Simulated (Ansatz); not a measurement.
# A hypothetical structure for Mn4P

This structure for Mn4P is made up. Its elements were placed in a known structure type with a cell scaled to their sizes. What cell does the guess relax to, and how far off was it?

Program: Ansatz 0.2.0. Level of theory: DFT, PBE, plane-wave PAW, files of the set soft_1, scalar-relativistic, ferromagnetic start, cell and ions relaxed at zero pressure; PAW set soft_1, in the first sound run; inputs show where later runs differ. Results are calculated unless marked as measured.

**1. Set-up**

The structure is trigonal, space group R-3m (No. 166). The conventional cell has a = 2.685 Å, b = 2.685 Å, c = 32.338 Å, α = 90.00°, β = 90.00°, γ = 120.00°. Mn has 3 P at 2.65 Å and 9 Mn at 2.66 to 2.69 Å nearest. Nearest to Mn lie 12 Mn at 2.65 to 2.69 Å. Nearest to P lie 6 Mn at 2.65 Å and 6 P at 2.68 to 2.69 Å. Farther neighbours are not listed.

**2. Relaxing cell and atoms**

The guess takes its coordinates from another compound and its volume from a rule, so the cell and any free coordinates are relaxed together.

The input, input.yaml:

```yaml
crystal:
  lattice:
    - [1.3425, 0.775092736, 10.779333333]
    - [-1.3425, 0.775092736, 10.779333333]
    - [0.0, -1.550185473, 10.779333333]
  atoms:
    - { symbol: Mn, position: [0.399833333, 0.399833333, 0.399833333], spin: 4.0 }
    - { symbol: Mn, position: [0.800166667, 0.800166667, 0.800166667], spin: 4.0 }
    - { symbol: Mn, position: [0.199833333, 0.199833333, 0.199833333], spin: 4.0 }
    - { symbol: Mn, position: [0.600166667, 0.600166667, 0.600166667], spin: 4.0 }
    - { symbol: P, position: [0.0, 0.0, 0.0] }
magnetization:
  spin_polarized: true
kpoints:
  mp_grid: { grid: [11, 11, 11] }
scf:
  occupations: { method: fermi_dirac, width: 0.05 }
hamiltonian:
  xc: pbe
  pseudopotentials: { kind: paw, azcp: { folder: soft_1 } }
relax:
  f_tol: 0.015
  max_steps: 70
  cell: {}
output:
  forces: true
  stress: true
```

Started as:

```sh
$ ansatz run input.yaml --threads 4 --pin off --max-ram 8192MiB --backend cpu --events-out ev --progress --plain --runs-dir out
```

Numbers of over 12 decimals in the logs are rounded to 6 here.

The program printed:

```text
basis.fft_grid_basis auto: the FFT boxes are laid along the combinations [[1, 0, -1], [0, 1, -1], [0, 0, 1]] of the cell's own vectors, 2.685, 2.685 and 10.890 Å long. The dense box has 18×18×75 points. Along the cell's own vectors, as sized, it would have 75×75×75, 17.36 times as many. Of the 12 symmetry operations that the crystal satisfies within crystal.symmetry.tolerance (time reversal apart; of a slab, those th [...]
Engine: ansatz 0.2.0, aarch64-unknown-linux-gnu
Pseudopotentials: kind: paw
Pseudopotential: Mn, paw, valence charge 15, recommended cutoff 420 eV (normal), soft_1/Mn.paw.azcp
Pseudopotential: P, paw, valence charge 5, recommended cutoff 420 eV (normal), soft_1/P.paw.azcp
Functional definition: PBE
  parameter kappa = 0.804
  parameter beta = 0.066725
  exchange = pbe_x(kappa = kappa, mu = beta*pi^2/3)
  correlation = pbe_c(beta = beta)
Crystal: 5 atoms, lattice volume = 67.299 Å³
Basis set: ecut = 420 eV, 1351 PW (Γ), FFT grids on a1−a3, a2−a3, a3, exchange–correlation on 36×36×150 points (8 copies of the dense FFT grid, shifted against one another)
Bands: 49, of which v1, the nominal top of the filled ones, is band 33 counted from 1 (32 counted from 0)
Symmetry: 12 space group operations
Space group: R-3m (ITA 166), of the structure as read, at distance tolerance 4.1e-5 Å
Magnetic group: BNS 166.97 (UNI 1327), of the structure as read, at distance tolerance 4.1e-5 Å
k-points: 146 of 1331
Non-local potential: Mn, projectors of the file, l = 0: 3, l = 1: 2, l = 2: 3, l = 3: 1
Non-local potential: P, projectors of the file, l = 0: 2, l = 1: 2, l = 2: 1
PAW form: soft (Blöchl's): semilocal exchange-correlation on the pseudo side does not see the compensation charge
PAW one-centre angular grid: Mn, 590 points (default); XC on 64 Gauss nodes
PAW one-centre angular grid: P, 110 points (default); XC on 64 Gauss nodes
Initial density: superposition of atomic densities (chi_scale 0.1, normalization cell, long waves 61 % of neutral atoms (reshape's long-wave potential 1.61 eV rms, cloud 2.46 Å wide))
Starting moments: Σ|m| = 16 μB on 4 of 5 sites
Initial wavefunctions: pseudopotential atomic-orbital guess
Functional: x = pbe(κ = 0.804, μ = 0.219515), c = pbe(β = 0.066725)
SCF iter   1: F=—  HF=-16349.375799 eV  |F-HF|=—  |Δ(HF+E_count)|=         —  Δρ=6.39e-2 (↑4.07e-2 ↓6.39e-2)  dr2=7.17e1  dr2_m=6.91e-1  M=13.242 μB ∫|m|=13.594 μB  β_m=0.30  ethr=3.10e-3  ⟨swp⟩=5.9  Hψ=50468  notcnv=0  defer=56
Mixer restart at iter 1: flushing history
preconditioner: auto → Kerker (q_TF=auto, 2.713 Å⁻¹)  [metal: Δε(μ)=0.003 eV  Ē_g=7.991 eV  σ=0.050 eV  W_gap=0.01  n_scr=14 (ndim 8)  ℏωp=26.0 eV  f_vac=0.000  D(μ)=3.83/eV (n_scr^D=46)]
spin=Collinear: Kerker preconditioning applied to the charge; magnetization (m = ρ↑ − ρ↓) channel mixes plain (no charge-response kernel on spin).
SCF iter   2: F=—  HF=-16349.991093 eV  |F-HF|=—  |Δ(HF+E_count)|=   6.15e-1  Δρ=5.16e-2 (↑3.12e-2 ↓5.16e-2)  dr2=4.86e1  dr2_m=4.94e-1  M=13.063 μB ∫|m|=13.399 μB  β_m=0.52  ethr=3.10e-3  ⟨swp⟩=2.0  Hψ=20013  notcnv=0  defer=1220
SCF iter   3: F=—  HF=-16349.206919 eV  |F-HF|=—  |Δ(HF+E_count)|=   7.84e-1  Δρ=1.81e-2 (↑1.81e-2 ↓1.60e-2)  dr2=5.03e0  dr2_m=7.63e-2  M=12.410 μB ∫|m|=12.695 μB  β_m=0.55  ethr=3.10e-3  ⟨swp⟩=3.4  Hψ=25847  notcnv=0  defer=1216
SCF iter   4: F=—  HF=-16348.544928 eV  |F-HF|=—  |Δ(HF+E_count)|=   6.62e-1  Δρ=2.58e-2 (↑2.58e-2 ↓1.24e-2)  dr2=1.19e0  dr2_m=8.24e-2  M=11.812 μB ∫|m|=12.080 μB  β_m=0.77  ethr=3.10e-3  ⟨swp⟩=2.7  Hψ=20349  notcnv=0  defer=1187
SCF iter   5: F=—  HF=-16349.083610 eV  |F-HF|=—  |Δ(HF+E_count)|=   5.39e-1  Δρ=1.12e-2 (↑1.12e-2 ↓7.74e-3)  dr2=1.93e-1  dr2_m=3.58e-2  M=11.571 μB ∫|m|=11.819 μB  β_m=0.89  ethr=1.83e-3  ⟨swp⟩=2.2  Hψ=21376  notcnv=0  defer=1195
SCF iter   6: F=—  HF=-16352.524869 eV  |F-HF|=—  |Δ(HF+E_count)|=         —  Δρ=1.86e-1 (↑1.86e-1 ↓1.52e-1)  dr2=6.54e-1  dr2_m=1.76e1  M=4.627 μB ∫|m|=5.057 μB  β_m=1.00  ethr=2.97e-4  ⟨swp⟩=2.1  Hψ=19756  notcnv=0  defer=1194
Mixer restart at iter 6: flushing history
SCF iter   7: F=—  HF=-16349.749963 eV  |F-HF|=—  |Δ(HF+E_count)|=    2.77e0  Δρ=3.99e-2 (↑3.99e-2 ↓3.84e-2)  dr2=1.04e0  dr2_m=6.31e-1  M=5.222 μB ∫|m|=5.637 μB  β_m=0.89  ethr=7.69e-5  ⟨swp⟩=3.3  Hψ=33216  notcnv=0  defer=1206
SCF iter   8: F=—  HF=-16349.938628 eV  |F-HF|=—  |Δ(HF+E_count)|=   1.89e-1  Δρ=5.64e-2 (↑5.64e-2 ↓1.90e-2)  dr2=1.73e0  dr2_m=5.74e-1  M=4.003 μB ∫|m|=4.504 μB  β_m=0.68  ethr=7.69e-5  ⟨swp⟩=3.1  Hψ=36194  notcnv=0  defer=1277
SCF iter   9: F=—  HF=-16349.371715 eV  |F-HF|=—  |Δ(HF+E_count)|=   5.67e-1  Δρ=1.25e-2 (↑1.25e-2 ↓1.00e-2)  dr2=7.28e-3  dr2_m=7.79e-2  M=4.423 μB ∫|m|=4.961 μB  β_m=0.57  ethr=7.69e-5  ⟨swp⟩=3.0  Hψ=32721  notcnv=0  defer=1326
SCF iter  10: F=—  HF=-16349.372588 eV  |F-HF|=—  |Δ(HF+E_count)|=   8.73e-4  Δρ=5.28e-3 (↑5.28e-3 ↓1.44e-3)  dr2=1.55e-2  dr2_m=5.82e-3  M=4.176 μB ∫|m|=4.996 μB  β_m=0.68  ethr=1.12e-5  ⟨swp⟩=2.0  Hψ=23012  notcnv=0  defer=1326
SCF iter  11: F=—  HF=-16349.372050 eV  |F-HF|=—  |Δ(HF+E_count)|=   5.38e-4  Δρ=4.88e-3 (↑3.81e-3 ↓4.88e-3)  dr2=9.24e-4  dr2_m=1.15e-2  M=3.987 μB ∫|m|=5.213 μB  β_m=0.84  ethr=1.12e-5  ⟨swp⟩=2.0  Hψ=25660  notcnv=0  defer=1326
SCF iter  12: F=—  HF=-16350.406351 eV  |F-HF|=—  |Δ(HF+E_count)|=         —  Δρ=1.02e-1 (↑9.35e-2 ↓1.02e-1)  dr2=4.96e-2  dr2_m=5.89e0  M=0.955 μB ∫|m|=8.486 μB  β_m=0.84  ethr=1.42e-6  ⟨swp⟩=2.2  Hψ=27619  notcnv=0  defer=1324
Mixer restart at iter 12: flushing history
SCF iter  13: F=—  HF=-16350.129260 eV  |F-HF|=—  |Δ(HF+E_count)|=   2.77e-1  Δρ=6.13e-2 (↑6.13e-2 ↓6.12e-2)  dr2=1.35e-1  dr2_m=2.31e0  M=-0.312 μB ∫|m|=9.940 μB  β_m=0.70  ethr=1.42e-6  ⟨swp⟩=3.5  Hψ=37346  notcnv=0  defer=1374
SCF iter  14: F=—  HF=-16349.952037 eV  |F-HF|=—  |Δ(HF+E_count)|=   1.77e-1  Δρ=1.64e-2 (↑1.64e-2 ↓8.43e-3)  dr2=6.89e-2  dr2_m=8.80e-2  M=-0.737 μB ∫|m|=10.977 μB  β_m=0.74  ethr=1.42e-6  ⟨swp⟩=3.9  Hψ=37802  notcnv=0  defer=1468
SCF iter  15: F=—  HF=-16349.937589 eV  |F-HF|=—  |Δ(HF+E_count)|=   1.44e-2  Δρ=1.34e-2 (↑6.55e-3 ↓1.34e-2)  dr2=9.36e-2  dr2_m=5.77e-2  M=-0.677 μB ∫|m|=10.595 μB  β_m=0.61  ethr=1.42e-6  ⟨swp⟩=3.1  Hψ=37539  notcnv=0  defer=1468
SCF iter  16: F=—  HF=-16349.927947 eV  |F-HF|=—  |Δ(HF+E_count)|=   9.64e-3  Δρ=1.14e-2 (↑1.00e-2 ↓1.14e-2)  dr2=9.03e-3  dr2_m=7.04e-2  M=-0.643 μB ∫|m|=10.659 μB  β_m=0.65  ethr=1.42e-6  ⟨swp⟩=2.5  Hψ=29371  notcnv=0  defer=1458
[...]
SCF iter   8: F=—  HF=-16351.004260 eV  |F-HF|=—  |Δ(HF+E_count)|=   9.76e-6  Δρ=1.23e-5 (↑1.23e-5 ↓1.19e-5)  dr2=5.63e-7  dr2_m=1.54e-10  M=-0.000 μB ∫|m|=0.000 μB  β_m=0.53  ethr=2.99e-9  ⟨swp⟩=2.1  Hψ=21537  notcnv=0
SCF iter   9: F=—  HF=-16351.004262 eV  |F-HF|=—  |Δ(HF+E_count)|=   1.66e-6  Δρ=4.10e-6 (↑4.10e-6 ↓3.57e-6)  dr2=4.72e-8  dr2_m=7.39e-11  M=-0.000 μB ∫|m|=0.000 μB  β_m=0.62  ethr=8.67e-10  ⟨swp⟩=2.7  Hψ=25740  notcnv=0
SCF iter  10: F=—  HF=-16351.004262 eV  |F-HF|=—  |Δ(HF+E_count)|=   1.87e-7  Δρ=1.86e-6 (↑1.86e-6 ↓1.48e-6)  dr2=7.41e-9  dr2_m=1.30e-10  M=-0.000 μB ∫|m|=0.000 μB  β_m=0.61  ethr=7.26e-11  ⟨swp⟩=2.4  Hψ=24215  notcnv=0
SCF iter  11: F=—  HF=-16351.004262 eV  |F-HF|=—  |Δ(HF+E_count)|=   2.34e-8  Δρ=1.10e-6 (↑1.10e-6 ↓5.18e-7)  dr2=1.56e-9  dr2_m=1.46e-10  M=-0.000 μB ∫|m|=0.000 μB  β_m=0.80  ethr=1.14e-11  ⟨swp⟩=2.8  Hψ=26299  notcnv=0
SCF iter  12: F=—  HF=-16351.004262 eV  |F-HF|=—  |Δ(HF+E_count)|=   4.21e-9  Δρ=1.02e-6 (↑4.77e-7 ↓1.02e-6)  dr2=7.20e-10  dr2_m=2.21e-10  M=-0.000 μB ∫|m|=0.000 μB  β_m=0.90  ethr=2.41e-12  ⟨swp⟩=2.0  Hψ=24391  notcnv=0
SCF iter  13: F=—  HF=-16351.004262 eV  |F-HF|=—  |Δ(HF+E_count)|=   1.06e-9  Δρ=5.75e-7 (↑5.75e-7 ↓5.22e-7)  dr2=6.13e-11  dr2_m=1.46e-10  M=-0.000 μB ∫|m|=0.000 μB  β_m=0.95  ethr=1.11e-12  ⟨swp⟩=2.6  Hψ=24991  notcnv=0
SCF iter  14: F=—  HF=-16351.004262 eV  |F-HF|=—  |Δ(HF+E_count)|=  1.93e-10  Δρ=8.28e-7 (↑3.97e-7 ↓8.28e-7)  dr2=1.69e-9  dr2_m=1.56e-10  M=-0.000 μB ∫|m|=0.000 μB  β_m=0.95  ethr=1.00e-12  ⟨swp⟩=2.0  Hψ=17377  notcnv=0
SCF iter  15: F=—  HF=-16351.004262 eV  |F-HF|=—  |Δ(HF+E_count)|=  2.35e-10  Δρ=1.45e-6 (↑1.45e-6 ↓1.25e-6)  dr2=6.35e-9  dr2_m=1.75e-10  M=0.000 μB ∫|m|=0.000 μB  β_m=0.73  ethr=1.00e-12  ⟨swp⟩=2.2  Hψ=23754  notcnv=0  recentre
SCF iter  16: F=—  HF=-16351.004262 eV  |F-HF|=—  |Δ(HF+E_count)|=  2.89e-10  Δρ=3.02e-7 (↑2.05e-7 ↓3.02e-7)  dr2=8.27e-10  dr2_m=1.66e-11  M=-0.000 μB ∫|m|=0.000 μB  β_m=0.70  ethr=1.00e-12  ⟨swp⟩=2.1  Hψ=23750  notcnv=0
SCF iter  17: F=—  HF=-16351.004262 eV  |F-HF|=—  |Δ(HF+E_count)|=  1.82e-11  Δρ=3.33e-7 (↑3.33e-7 ↓3.09e-7)  dr2=8.63e-11  dr2_m=4.96e-11  M=-0.000 μB ∫|m|=0.000 μB  β_m=0.85  ethr=1.00e-12  ⟨swp⟩=1.1  Hψ=14342  notcnv=0
SCF iter  18: F=—  HF=-16351.004262 eV  |F-HF|=—  |Δ(HF+E_count)|=  4.55e-11  Δρ=2.43e-7 (↑1.89e-7 ↓2.43e-7)  dr2=5.50e-11  dr2_m=1.07e-11  M=-0.000 μB ∫|m|=0.000 μB  β_m=0.75  ethr=1.00e-12  ⟨swp⟩=1.8  Hψ=17093  notcnv=0
SCF iter  19: F=—  HF=-16351.004262 eV  |F-HF|=—  |Δ(HF+E_count)|=  3.64e-11  Δρ=3.63e-7 (↑1.72e-7 ↓3.63e-7)  dr2=3.01e-11  dr2_m=3.24e-11  M=0.000 μB ∫|m|=0.000 μB  β_m=0.71  ethr=1.00e-12  ⟨swp⟩=2.3  Hψ=21743  notcnv=0
SCF iter  20: F=—  HF=-16351.004262 eV  |F-HF|=—  |Δ(HF+E_count)|=  1.64e-11  Δρ=1.29e-7 (↑1.29e-7 ↓8.36e-8)  dr2=5.29e-11  dr2_m=3.82e-12  M=0.000 μB ∫|m|=0.000 μB  β_m=0.59  ethr=1.00e-12  ⟨swp⟩=1.6  Hψ=15643  notcnv=0
SCF iter  21: F=—  HF=-16351.004262 eV  |F-HF|=—  |Δ(HF+E_count)|=    0.00e0  Δρ=6.77e-8 (↑5.96e-8 ↓6.77e-8)  dr2=1.25e-11  dr2_m=1.27e-12  M=0.000 μB ∫|m|=0.000 μB  β_m=0.59  ethr=1.00e-12  ⟨swp⟩=1.0  Hψ=14308  notcnv=0
SCF iter  22: F=—  HF=-16351.004262 eV  |F-HF|=—  |Δ(HF+E_count)|=  5.46e-12  Δρ=2.74e-8 (↑2.20e-8 ↓2.74e-8)  dr2=2.47e-12  dr2_m=4.67e-14  M=0.000 μB ∫|m|=0.000 μB  β_m=0.80  ethr=1.00e-12  ⟨swp⟩=1.0  Hψ=14308  notcnv=0
SCF iter  23: F=—  HF=-16351.004262 eV  |F-HF|=—  |Δ(HF+E_count)|=  3.64e-12  Δρ=1.28e-8 (↑6.57e-9 ↓1.28e-8)  dr2=3.73e-13  dr2_m=8.36e-15  M=0.000 μB ∫|m|=0.000 μB  β_m=0.82  ethr=1.00e-12  ⟨swp⟩=1.0  Hψ=14308  notcnv=0
SCF iter  24: F=-16351.004262 eV  HF=-16351.004262 eV  |F-HF|=3.27e-11  |Δ(HF+E_count)|=    0.00e0  Δρ=7.86e-8 (↑7.85e-8 ↓7.86e-8)  dr2=3.26e-11  dr2_m=1.54e-16  M=0.000 μB ∫|m|=0.000 μB  ethr=1.00e-12  ⟨swp⟩=1.1  Hψ=29809  notcnv=0
the starting moments were not kept: the SCF closed with an absolute magnetisation of 9.4e-8 μB, where they sum to 16 μB in size (4 sites). That is at most 0.1 of that sum. Measured as dr2_m measures the in/out step, that magnetisation stands 2.9e-15 eV from none, at or under the dr2_threshold of 5.0e-11 eV: it is no larger than a step whose dr2_m would equal this threshold.
SCF 10 converged in 24 iterations: F = -16351.004262 eV  dr2 = 3.26e-11
relax step  10: F+E_penalty+E_count = -16351.00426219 eV  Δ(F+E_penalty+E_count) = +1.626e-2 eV  max|allowed force component| = 8.106e-3 eV/Å  Δτ_max = 0.0000 Å  P = +0.005 GPa  Ω = 54.213 Å³  stress off target by 2.65e-2 GPa  SCF on the basis re-selected at this cell (its energy is not comparable with the rows above)  (24 SCF iters)
basis re-selected at this cell: Δ(F+E_penalty+E_count) = +1.626e-2 eV, ΔP = -0.013 GPa vs the last step (what re-selecting the basis moved, of the pressure what is left beyond the Pulay correction that the steps carried, after the strain that the cell walked since its last selection, with what the two solves' SCF thresholds leave and, on support functions, any second-order correction that the steps lacked; it is no measure of the basis error at this ecutwfc). The dense FFT grid was sized anew with the basis: this SCF ran on 18×18×72 points, the steps before it on 18×18×75, so part of this shift can come from that change (see relax.cell in the input reference). [rest of the remark cut]
SCF converged after 24 iterations
Magnetization: 0.0000 μB (32.5000 up, 32.5000 down)
Absolute magnetization: 0.0000 μB (∫|ρ↑−ρ↓|, with the PAW one-centre terms)
Spin contamination: 0.0000 ħ² per cell (⟨S²⟩ above its minimum at these occupations)
Per-site moments (μB) at R_I (Å): [(2.586675034570015e-8, 0.970774), (-1.4879049928977535e-8, 1.007626), (-1.4879050038907942e-8, 1.007626), (2.5866750646167513e-8, 0.970774), (-1.2520219562815876e-9, 0.970774)]
Free energy (F): -16351.004262 eV
Harris-Foulkes:  -16351.004262 eV  (|F-HF|=3.27e-11)
Internal energy: -16350.945930 eV  (E = F + TS)
E sigma→0 (E₀):  -16350.975096 eV
Entropy (-TS):   -0.058332 eV (-11.666 meV/atom)
Fermi energy:    19.184157 eV
--- Per-component energies (eV) ---
  E_band       = -641.011296
  E_kinetic    = 1363.340347
  E_local      = -8726.093013  (includes V_loc(G=0)·N_el)
  E_nonlocal   = 1841.508071
  E_hartree    = 3450.202765
  E_xc         = -520.061896
  E_vxc        = -633.731723  (∫ρ·V_xc dr)
  E_paw        = -5853.778332  (= ΣΔE_a)
  E_vpaw       = -1386.441038  (= ΣTr[D̂ρ^β])
  E_aug_tail   = 0.000401  (compensation charges beyond the density's cutoff)
  E_ewald      = -7906.064272
  E_smearing   = -0.058332  (= −TS)
  E_closure    = 0.000000  (closes the sum)
  Σ components = -16351.004262   (vs F -16351.004262, Δ=0.00e0)
--- Forces (eV/Å), atoms counted from 1 ---
  atom   1  Mn    -0.00000000     0.00000000    -0.00810587
  atom   2  Mn     0.00000000    -0.00000000     0.00251360
  atom   3  Mn    -0.00000000     0.00000000    -0.00251360
  atom   4  Mn     0.00000000    -0.00000000     0.00810587
  atom   5  P      0.00000000     0.00000000     0.00000000
  max |Σ_I F_I| component: 4.63e-18 eV/Å
--- Stress (GPa, compression-positive) ---
        0.020951       0.000000      -0.000000
        0.000000       0.020951       0.000000
       -0.000000       0.000000      -0.026519
  P = ⅓ Tr σ = 0.0051 GPa (0.051 kbar)
--- Relaxed structure (9 steps of the walk, 8 accepted, 1 SCFs on fresh bases) ---
  F+E_penalty+E_count = -16351.00426219 eV   max|allowed force component| = 8.106e-3 eV/Å   (the final SCF, on the basis selected at the relaxed cell)
  cell:  # Å, volume = 54.2125 Å³
    - [1.278521, 0.738155, 9.573995]
    - [-1.278521, 0.738155, 9.573995]
    - [0, -1.476309, 9.573995]
  atoms:
    - { symbol: Mn, position: [0.397143, 0.397143, 0.397143] }
    - { symbol: Mn, position: [0.798234, 0.798234, 0.798234] }
    - { symbol: Mn, position: [0.201766, 0.201766, 0.201766] }
    - { symbol: Mn, position: [0.602857, 0.602857, 0.602857] }
    - { symbol: P, position: [-1.7702354725546822e-19, -1.7702354725546837e-19, -1.7702354723256706e-19] }
```

Wall time 5.7 min (4 threads of Arm Neoverse V1, shared host); peak memory 0.93 GiB; 22 min of CPU time.

The steps of the relaxation:

```tsv
step	energy less that of the first step (eV)	largest force component (eV/Å)	pressure (GPa)	volume (Å³)
1	0.0000	0.5166	-12.66	67.30
2	-0.5214	0.4550	-11.05	62.76
3	-1.0283	0.2859	-7.22	56.69
4	-0.5129	0.8299	36.04	48.64
5	-1.0871	0.0429	-3.07	55.22
6	-1.0942	0.1886	2.14	53.82
7	-1.0992	0.0885	0.09	54.21
8	-1.0999	0.0296	0.20	54.18
9	-1.0999	0.0016	0.02	54.21
10*	-1.0837	0.0081	0.01	54.21
```

Relaxation steps marked * repeat the geometry before them on a plane-wave basis chosen anew for their cell, so energy and pressure can jump there. Relaxation step 4 was tried and not accepted.

The run keeps the 12 symmetry operations that it works with, so distortions that break them were not tested.

```tsv
conventional cell, symmetrised	before	after	change
a (Å)	2.685	2.557	-4.8 %
b (Å)	2.685	2.557	-4.8 %
c (Å)	32.338	28.722	-11.2 %
volume (Å³/atom)	13.46	10.84	-19.4 %
```

The atoms that moved most (Å, as changes of fractional coordinates times the final cell):

```tsv
atom	dx	dy	dz	length
Mn4	0.000	0.000	0.077	0.077
Mn1	0.000	0.000	-0.077	0.077
Mn3	0.000	0.000	0.056	0.056
Mn2	0.000	0.000	-0.056	0.056
```

Final coordinates:

```xyz
5
Lattice="1.2785 0.7382 9.5740 -1.2785 0.7382 9.5740 0.0000 -1.4763 9.5740" Properties=species:S:1:pos:R:3 pbc="T T T"
Mn    0.0000    0.0000   11.4067
Mn    0.0000    0.0000   22.9269
Mn    0.0000    0.0000    5.7951
Mn    0.0000    0.0000   17.3152
P     0.0000    0.0000    0.0000
```

Numbers from this step:

```
free energy             : -16351.0043 eV
energy at zero smearing : -16350.9751 eV
smearing term TS        : 0.05833 eV
Fermi energy            : 19.18 eV
electrons               : 65
symmetry operations     : 12
pressure                : 0.005128 GPa
```

Shortest distances by pair of elements, guess and relaxed (not always the same contact):

```tsv
pair	guess (Å)	relaxed (Å)
Mn–P	2.651	2.353
Mn–Mn	2.647	2.443
P–P	2.685	2.557
```

The relaxation ends with a largest force component of 0.0081 eV/Å and a pressure of 0.01 GPa. No moment survives the cycle: this start ends non-magnetic.

(Part 1 of 2 ends here.)

[Logs are printed without paths, hosts, clocks, repeated set-up lines and the standing remarks that a program may print on its own settings, such as how far it seeks lower states.]

[Hosts, paths, dates, database ids (printed as entryN), source tags and the programs' standing remarks are cut or masked in the printed files.]
